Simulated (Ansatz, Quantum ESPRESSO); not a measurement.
# Evanescent states of CdS, zinc blende type, lattice constant set to 6.178 Å, part 4 of 4

Wanted: the complex band structure of CdS, zinc blende type, lattice constant set to 6.178 Å, as for a tunnel barrier.

Quantum ESPRESSO 7.5; plane-wave DFT, PBE, GBRV ultrasoft pseudopotentials; cross-check by Ansatz 0.2.0 with PAW datasets.

So far. Step 2 (Ground state): The run needed 11 iterations to bring the estimated error under 1e-09 Ry.

## Step 6: The same in Ansatz

As a check, the same structure is run in Ansatz.

Level of this step: plane-wave DFT, PBE, Ansatz PAW (Ansatz 0.2.0).

Contents of input.yaml:

```yaml
crystal:
  lattice:
    - [4.3685056942, 0.0, 0.0]
    - [0.0, 4.3685056942, 0.0]
    - [0.0, 0.0, 6.178]
  atoms:
    - { symbol: Cd, position: [0.0, 0.0, 0.0] }
    - { symbol: S, position: [0.5, 0.0, 0.25] }
    - { symbol: Cd, position: [0.5, 0.5, 0.5] }
    - { symbol: S, position: [0.0, 0.5, 0.75] }
kpoints:
  mp_grid: { grid: [6, 6, 4] }
hamiltonian:
  xc: pbe
scf:
  occupations: { method: fixed }
  convergence: { dr2_threshold: 1.0e-09 }
output:
  transmission:
    leads: [[0, 0]]
    kpoints: [[0, 0], [0.5, 0], [0.5, 0.5], [0.25, 0]]
    e_range: [-1.92, 4.48]
    de: 0.16
```

Run with:

```console
$ ansatz run input.yaml --threads 2 --pin off --max-ram 4096MiB --backend cpu --events-out ev --progress --plain --runs-dir out
```

Numbers of over 12 decimals in the logs are rounded to 6 here.

Log:

```text
Engine: ansatz 0.2.0, aarch64-unknown-linux-gnu
Pseudopotentials: kind: paw
Pseudopotential: Cd, paw, valence charge 20, recommended cutoff 420 eV (normal), Cd.paw.azcp
Pseudopotential: S, paw, valence charge 6, recommended cutoff 420 eV (normal), S.paw.azcp
Functional definition: PBE
  parameter kappa = 0.804
  parameter beta = 0.066725
  exchange = pbe_x(kappa = kappa, mu = beta*pi^2/3)
  correlation = pbe_c(beta = beta)
Crystal: 4 atoms, lattice volume = 117.900 Å³
Basis set: ecut = 420 eV, 2301 PW (Γ)
Bands: 32, of which v1, the nominal top of the filled ones, is band 26 counted from 1 (25 counted from 0)
Symmetry: 16 space group operations
Space group: F-43m (ITA 216), of the structure as read, at distance tolerance 4.9e-5 Å
k-points: 30 of 144 (time reversal used)
Non-local potential: Cd, projectors of the file, l = 0: 3, l = 1: 2, l = 2: 2, l = 3: 1
Non-local potential: S, projectors of the file, l = 0: 2, l = 1: 2, l = 2: 2
PAW form: soft (Blöchl's): semilocal exchange-correlation on the pseudo side does not see the compensation charge
PAW one-centre angular grid: Cd, 590 points (default); XC on 64 Gauss nodes
PAW one-centre angular grid: S, 110 points (default); XC on 64 Gauss nodes
Initial density: superposition of atomic densities (neutral atoms: chi_scale 0, normalization atom), corrected by the library's trained network
Initial wavefunctions: pseudopotential atomic-orbital guess
Functional: x = pbe(κ = 0.804, μ = 0.219515), c = pbe(β = 0.066725)
SCF iter   1: F=—  HF=-18315.412625 eV  |F-HF|=—  |Δ(HF+E_count)|=         —  Δρ=7.87e-4  dr2=1.46e-3  ethr=1.77e-3  ⟨swp⟩=4.9  Hψ=3240  notcnv=0  defer=115
preconditioner: auto → Resta (q_TF=auto, 2.380 Å⁻¹)  ε∞=4.4  [insulator: Δε(μ)=0.742 eV  Ē_g=11.048 eV  n_scr=28 (ndim 8)  ℏωp=20.5 eV  f_vac=0.180  ε∞_Penn≈4.4]
SCF iter   2: F=—  HF=-18315.413563 eV  |F-HF|=—  |Δ(HF+E_count)|=   9.38e-4  Δρ=3.52e-4  dr2=2.55e-4  ethr=2.82e-6  ⟨swp⟩=2.0  Hψ=1800  notcnv=0  defer=120
SCF iter   3: F=—  HF=-18315.413632 eV  |F-HF|=—  |Δ(HF+E_count)|=   6.92e-5  Δρ=1.07e-4  dr2=1.28e-5  ethr=4.90e-7  ⟨swp⟩=2.0  Hψ=1487  notcnv=0  defer=117
SCF iter   4: F=—  HF=-18315.413657 eV  |F-HF|=—  |Δ(HF+E_count)|=   2.53e-5  Δρ=5.06e-5  dr2=4.04e-6  ethr=2.46e-8  ⟨swp⟩=2.6  Hψ=1373  notcnv=0  defer=76
SCF iter   5: F=—  HF=-18315.413649 eV  |F-HF|=—  |Δ(HF+E_count)|=   8.21e-6  Δρ=1.92e-5  dr2=8.74e-7  ethr=7.77e-9  ⟨swp⟩=2.1  Hψ=1375  notcnv=0  defer=60
SCF iter   6: F=—  HF=-18315.413652 eV  |F-HF|=—  |Δ(HF+E_count)|=   2.31e-6  Δρ=4.69e-6  dr2=5.44e-8  ethr=1.68e-9  ⟨swp⟩=2.0  Hψ=1362  notcnv=0  defer=95
SCF iter   7: F=-18315.413652 eV  HF=-18315.413652 eV  |F-HF|=1.16e-9  |Δ(HF+E_count)|=   1.52e-7  Δρ=5.70e-7  dr2=5.72e-10  ethr=1.92e-12  ⟨swp⟩=7.4  Hψ=4207  notcnv=0
SCF 1 converged in 7 iterations: F = -18315.413652 eV  dr2 = 5.72e-10
  greatest PAW one-centre occupation: 1.000 electrons in one spin orbital (limit 2), on the Cd atom at site 2 (counted from 0), in its partial waves of l = 0
transmission: 8 of 32 steps passed
transmission: 16 of 32 steps passed
transmission: 24 of 32 steps passed
transmission: 32 of 32 steps passed
SCF converged after 7 iterations
Free energy (F): -18315.413652 eV
Harris-Foulkes:  -18315.413652 eV  (|F-HF|=1.16e-9)
Internal energy: -18315.413652 eV  (E = F + TS)
E sigma→0 (E₀):  -18315.413652 eV
Fermi energy:    4.717045 eV
--- Per-component energies (eV) ---
  E_band       = -1109.937546
  E_kinetic    = 1216.460521
  E_local      = -8526.919040  (includes V_loc(G=0)·N_el)
  E_nonlocal   = 124.679969
  E_hartree    = 3890.726196
  E_xc         = -544.013035
  E_vxc        = -613.034224  (∫ρ·V_xc dr)
  E_paw        = -9368.495939  (= ΣΔE_a)
  E_vpaw       = -1092.577441  (= ΣTr[D̂ρ^β])
  E_aug_tail   = 0.000029  (compensation charges beyond the density's cutoff)
  E_ewald      = -5107.852353
  E_smearing   = -0.000000  (= −TS)
  E_closure    = 0.000000  (closes the sum)
  Σ components = -18315.413652   (vs F -18315.413652, Δ=0.00e0)
--- Band table (eV; the first three rows and the last of 30) ---
  k-point 0: bands = [... 22 lower, 3.3644, 4.7168, 4.7170, 4.7170, 5.4752, 8.5094, 8.7319, 11.2051, ... 2 higher]
  k-point 1: bands = [... 22 lower, 3.5393, 3.7448, 4.4877, 4.4877, 6.5622, 8.4888, 8.8865, 10.5657, ... 2 higher]
  k-point 2: bands = [... 22 lower, 3.9875, 3.9875, 3.9875, 3.9875, 7.8272, 7.8272, 9.5711, 9.5711, ... 2 higher]
  k-point 29: bands = [... 22 lower, 3.0803, 3.0803, 3.1159, 3.1159, 9.3707, 9.3707, 10.1368, 10.1368, ... 2 higher]
--- Transmission ---
  basis      : 177 plane waves across, 8 finite elements along
  points     : 4, as listed
  energies   : 41 from -1.920000 to 4.480000 eV about the Fermi level, 0.160000 eV apart; the leads are filled to 0.379088 eV, and channels, transmission and decay are at 0.320000 eV
  crystal 0  : S2Cd2, at the sites [0, 0], period 6.1780 Å: whole cells are its period
    offset         : up to 0.0000 Å between an atom of the period and one for which it stands
    channels       : 0.000000e0 a spin
    conductance    : none, the energies end too early or step too widely for 300 K: set another output.transmission.e_range or a lower de, or, where they end at an eighth of basis.ecutwfc, a higher one
    slowest decay  : 0.0693 /Å at (0.0000, 0.0000)
```

It took 25 s on 2 threads of Arm Neoverse V2, shared host; peak memory 0.55 GiB; 49 s of CPU time.

Numbers from this step:

- free energy: -18315.4137 eV
- gap by band count: 0.7582 eV
- symmetry operations: 16
- slowest decay at the grid energy nearest mid-gap: 0.0693 Å⁻¹
- peak of the smallest κ at the zone centre: 0.06929 Å⁻¹
- peak of the smallest κ at (1/2, 0): 0.2894 Å⁻¹
- peak of the smallest κ at (1/2, 1/2): 0.4338 Å⁻¹
- peak of the smallest κ at (1/4, 0): 0.2866 Å⁻¹
- valence top, on the run's zero: 4.717 eV

K across = (0, 0) in the cell's reciprocal vectors; values within 0.0025 1/Å of each other count once, columns are sorted by size at each energy, a dash where no further value was kept. Table of Im kz of the slowest decaying states by energy, zero at the highest filled level of the SCF mesh:

| energy (eV) | decay 1 (Å⁻¹) | decay 2 (Å⁻¹) | decay 3 (Å⁻¹) |
| --- | --- | --- | --- |
| -1.92 | 0.427 | 1.20 | 1.47 |
| -1.76 | 0.367 | 1.19 | 1.46 |
| -1.60 | 0.290 | 1.19 | 1.45 |
| -1.44 | 0.175 | 1.18 | 1.44 |
| -1.28 | 1.17 | 1.44 | - |
| -1.12 | 1.16 | 1.43 | - |
| -0.96 | 1.15 | 1.42 | - |
| -0.64 | 1.13 | 1.40 | - |
| -0.48 | 1.12 | 1.39 | - |
| -0.32 | 1.10 | 1.38 | - |
| -0.16 | 1.08 | 1.37 | - |
| 0.00 | 0.0025 | 1.06 | - |
| 0.16 | 0.0576 | 0.198 | 1.00 |
| 0.32 | 0.0693 | 0.272 | 0.955 |
| 0.48 | 0.0672 | 0.324 | 0.920 |
| 0.64 | 0.0503 | 0.365 | 0.888 |
| 0.80 | 0.398 | 0.859 | 1.03 |
| 0.96 | 0.426 | 0.831 | 1.01 |
| 1.12 | 0.449 | 0.805 | 0.985 |
| 1.44 | 0.486 | 0.753 | 0.939 |
| 1.60 | 0.500 | 0.726 | 0.915 |
| 1.76 | 0.512 | 0.700 | 0.889 |
| 1.92 | 0.523 | 0.673 | 0.864 |
| 2.08 | 0.531 | 0.646 | 0.837 |
| 2.24 | 0.539 | 0.617 | 0.810 |
| 2.40 | 0.544 | 0.587 | 0.782 |
| 2.56 | 0.548 | 0.556 | 0.752 |
| 2.72 | 0.522 | 0.551 | 0.722 |
| 2.88 | 0.486 | 0.553 | 0.690 |
| 3.04 | 0.446 | 0.554 | 0.657 |
| 3.20 | 0.402 | 0.553 | 0.621 |
| 3.52 | 0.288 | 0.538 | 0.548 |
| 3.68 | 0.200 | 0.486 | 0.544 |
| 3.84 | 0.0752 | 0.414 | 0.538 |
| 4.00 | 0.168 | 0.193 | 0.531 |
| 4.16 | 0.300 | 0.523 | 1.05 |
| 4.32 | 0.328 | 0.513 | 1.04 |
| 4.48 | 0.345 | 0.502 | 1.02 |

K across = (0, 0) in the cell's reciprocal vectors. Table of Re kz of states that move upwards by energy, zero at the highest filled level of the SCF mesh:

```csv
energy (eV),channel 1 (Å⁻¹),channel 2 (Å⁻¹),channel 3 (Å⁻¹)
-1.92,-0.472,-,-
-1.60,-0.395,-,-
-1.28,-0.322,0.162,0.162
-0.96,-0.252,0.391,0.391
-0.64,-0.465,-0.465,-0.182
-0.32,-0.306,-0.306,-0.111
-0.16,-0.209,-0.209,-0.0722
0.00,-,-,-
0.16,-,-,-
0.48,-,-,-
0.80,0.0334,-,-
1.12,0.115,-,-
1.44,0.178,-,-
1.76,0.238,-,-
2.08,0.298,-,-
2.40,0.359,-,-
2.72,0.422,-,-
2.88,0.456,-,-
3.20,-0.486,-,-
3.52,-0.391,-,-
3.84,-,-,-
4.16,0.249,-,-
4.48,0.391,-,-
```

K across = (1/2, 0) in the cell's reciprocal vectors; values within 0.0025 1/Å of each other count once, columns are sorted by size at each energy, a dash where no further value was kept. Table of Im kz of the slowest decaying states by energy, zero at the highest filled level of the SCF mesh:

| energy (eV) | decay 1 (Å⁻¹) | decay 2 (Å⁻¹) | decay 3 (Å⁻¹) |
| --- | --- | --- | --- |
| -1.92 | 0.163 | 1.08 | - |
| -1.60 | 0.0937 | 1.00 | - |
| -1.28 | 0.918 | - | - |
| -0.96 | 0.798 | - | - |
| -0.64 | 0.535 | 1.45 | - |
| -0.32 | 0.150 | 0.643 | 1.32 |
| -0.16 | 0.191 | 0.717 | 1.28 |
| 0.00 | 0.220 | 0.761 | 1.25 |
| 0.16 | 0.242 | 0.789 | 1.21 |
| 0.48 | 0.271 | 0.822 | 1.15 |
| 0.80 | 0.286 | 0.839 | 1.10 |
| 1.12 | 0.289 | 0.845 | 1.05 |
| 1.44 | 0.282 | 0.845 | 1.00 |
| 1.76 | 0.263 | 0.839 | 0.957 |
| 2.08 | 0.229 | 0.830 | 0.913 |
| 2.40 | 0.171 | 0.817 | 0.869 |
| 2.72 | 0.801 | 0.826 | - |
| 2.88 | 0.792 | 0.804 | - |
| 3.20 | 0.760 | 0.771 | - |
| 3.52 | 0.715 | 0.748 | - |
| 3.84 | 0.117 | 0.669 | 0.722 |
| 4.16 | 0.187 | 0.620 | 0.694 |
| 4.48 | 0.221 | 0.568 | 0.661 |

K across = (1/2, 1/2) in the cell's reciprocal vectors; values within 0.0025 1/Å of each other count once, columns are sorted by size at each energy, a dash where no further value was kept. Im kz of the slowest decaying states against energy, zero at the highest filled level of the SCF mesh:

```csv
energy (eV),decay 1 (Å⁻¹),decay 2 (Å⁻¹),decay 3 (Å⁻¹)
-1.92,0.280,0.334,-
-1.76,0.199,0.249,-
-1.44,-,-,-
-1.28,0.156,0.160,-
-0.96,0.315,0.317,-
-0.80,0.350,0.357,-
-0.64,0.375,0.386,-
-0.32,0.407,0.427,-
-0.16,0.417,0.441,-
0.00,0.425,0.452,-
0.32,0.433,0.467,-
0.48,0.434,0.471,-
0.80,0.431,0.476,-
0.96,0.428,0.476,-
1.12,0.424,0.475,-
1.44,0.411,0.468,-
1.60,0.403,0.463,1.50
1.76,0.393,0.457,1.49
2.08,0.371,0.441,1.48
2.24,0.357,0.431,1.47
2.56,0.326,0.406,1.46
2.72,0.307,0.391,1.45
2.88,0.287,0.374,1.44
3.20,0.236,0.331,1.43
3.36,0.203,0.303,1.42
3.52,0.163,0.270,1.41
3.84,0.170,1.39,-
4.00,0.0512,1.38,1.50
4.32,1.37,1.47,-
4.48,1.36,1.46,-
```

K across = (1/4, 0) in the cell's reciprocal vectors; values within 0.0025 1/Å of each other count once, columns are sorted by size at each energy, a dash where no further value was kept. Table of Im kz of the slowest decaying states by energy, zero at the highest filled level of the SCF mesh:

```csv
energy (eV),decay 1 (Å⁻¹),decay 2 (Å⁻¹),decay 3 (Å⁻¹)
-1.92,0.0951,0.565,1.33
-1.60,0.456,1.33,1.41
-1.28,0.134,0.285,1.33
-0.96,0.154,1.33,1.35
-0.64,0.118,1.32,1.33
-0.32,1.15,1.29,1.37
-0.16,0.124,1.11,1.28
0.00,0.179,0.219,1.08
0.16,0.214,0.319,1.04
0.48,0.257,0.440,0.985
0.80,0.279,0.520,0.932
1.12,0.287,0.580,0.883
1.44,0.281,0.628,0.835
1.76,0.258,0.670,0.788
2.08,0.204,0.709,0.741
2.40,0.242,0.693,0.754
2.72,0.319,0.643,0.830
2.88,0.339,0.616,0.822
3.20,0.364,0.560,0.805
3.52,0.378,0.497,0.785
3.84,0.384,0.418,0.763
4.16,0.234,0.382,0.737
4.48,0.278,0.372,0.709
```

## Step 7: Worked from the printed numbers

T falls as exp(−2κd). With κ = 0.067 1/Å, 10 Å of barrier pass exp(−2 × 0.067 × 10) = 0.26 of that channel, interfaces aside.

## Step 8: Outcome

| Quantity | Value |
| --- | --- |
| gap on the SCF mesh | 0.74 eV |
| smallest κ at mid-gap among the four k points, at the zone centre | 0.067 Å⁻¹ |
| peak of the smallest κ in the stop band at the zone centre | 0.068 Å⁻¹ |
| peak of the smallest κ in the stop band at (1/2, 0) | 0.288 Å⁻¹ |
| peak of the smallest κ in the stop band at (1/2, 1/2) | 0.433 Å⁻¹ |
| peak of the smallest κ in the stop band at (1/4, 0) | 0.285 Å⁻¹ |
| energy of the peak at the zone centre, over the highest filled level | 0.32 eV |
| peak at the zone centre by Ansatz | 0.069 Å⁻¹ |

With a gap of 0.74 eV on the mesh, the smallest κ at mid-gap among the four k points, at the zone centre is 0.067 Å⁻¹ (PBE, GBRV ultrasoft). For a barrier with the Fermi level at mid-gap the slowest state found, at the zone centre, loses a factor of ten in probability every 17 Å or so. Stop bands away from the zone centre are mostly wider than the gap, so their peaks can lie above the conduction bottom. At the zone centre pwcond's peak is 0.068 and Ansatz's 0.069 1/Å, 2 % apart. The gap holds only 4 points of the energy grid, so peaks are resolved roughly. The cell is the a/√2 one, turned by 45°, with two primitive cells, so X along [001] folds onto kz = 0. A semilocal gap is too small, often by a third to a half and by more in narrow-gap crystals, so real barriers decay faster. Spin-orbit coupling is left out; depending on the atoms that carry the levels of interest, it can split and shift them by tens to hundreds of meV.

[Logs are printed without paths, hosts, clocks, repeated set-up lines and the standing remarks that a program may print on its own settings, such as how far it seeks lower states.]

[Hosts, paths, dates, database ids (printed as entryN), source tags and the programs' standing remarks are cut or masked in the printed files.]

[Maps of the electrostatic potential energy from Ansatz leave out the sawtooth potential of an applied field or a dipole correction, so their vacuum need not be flat; planar profiles and work functions include it.]
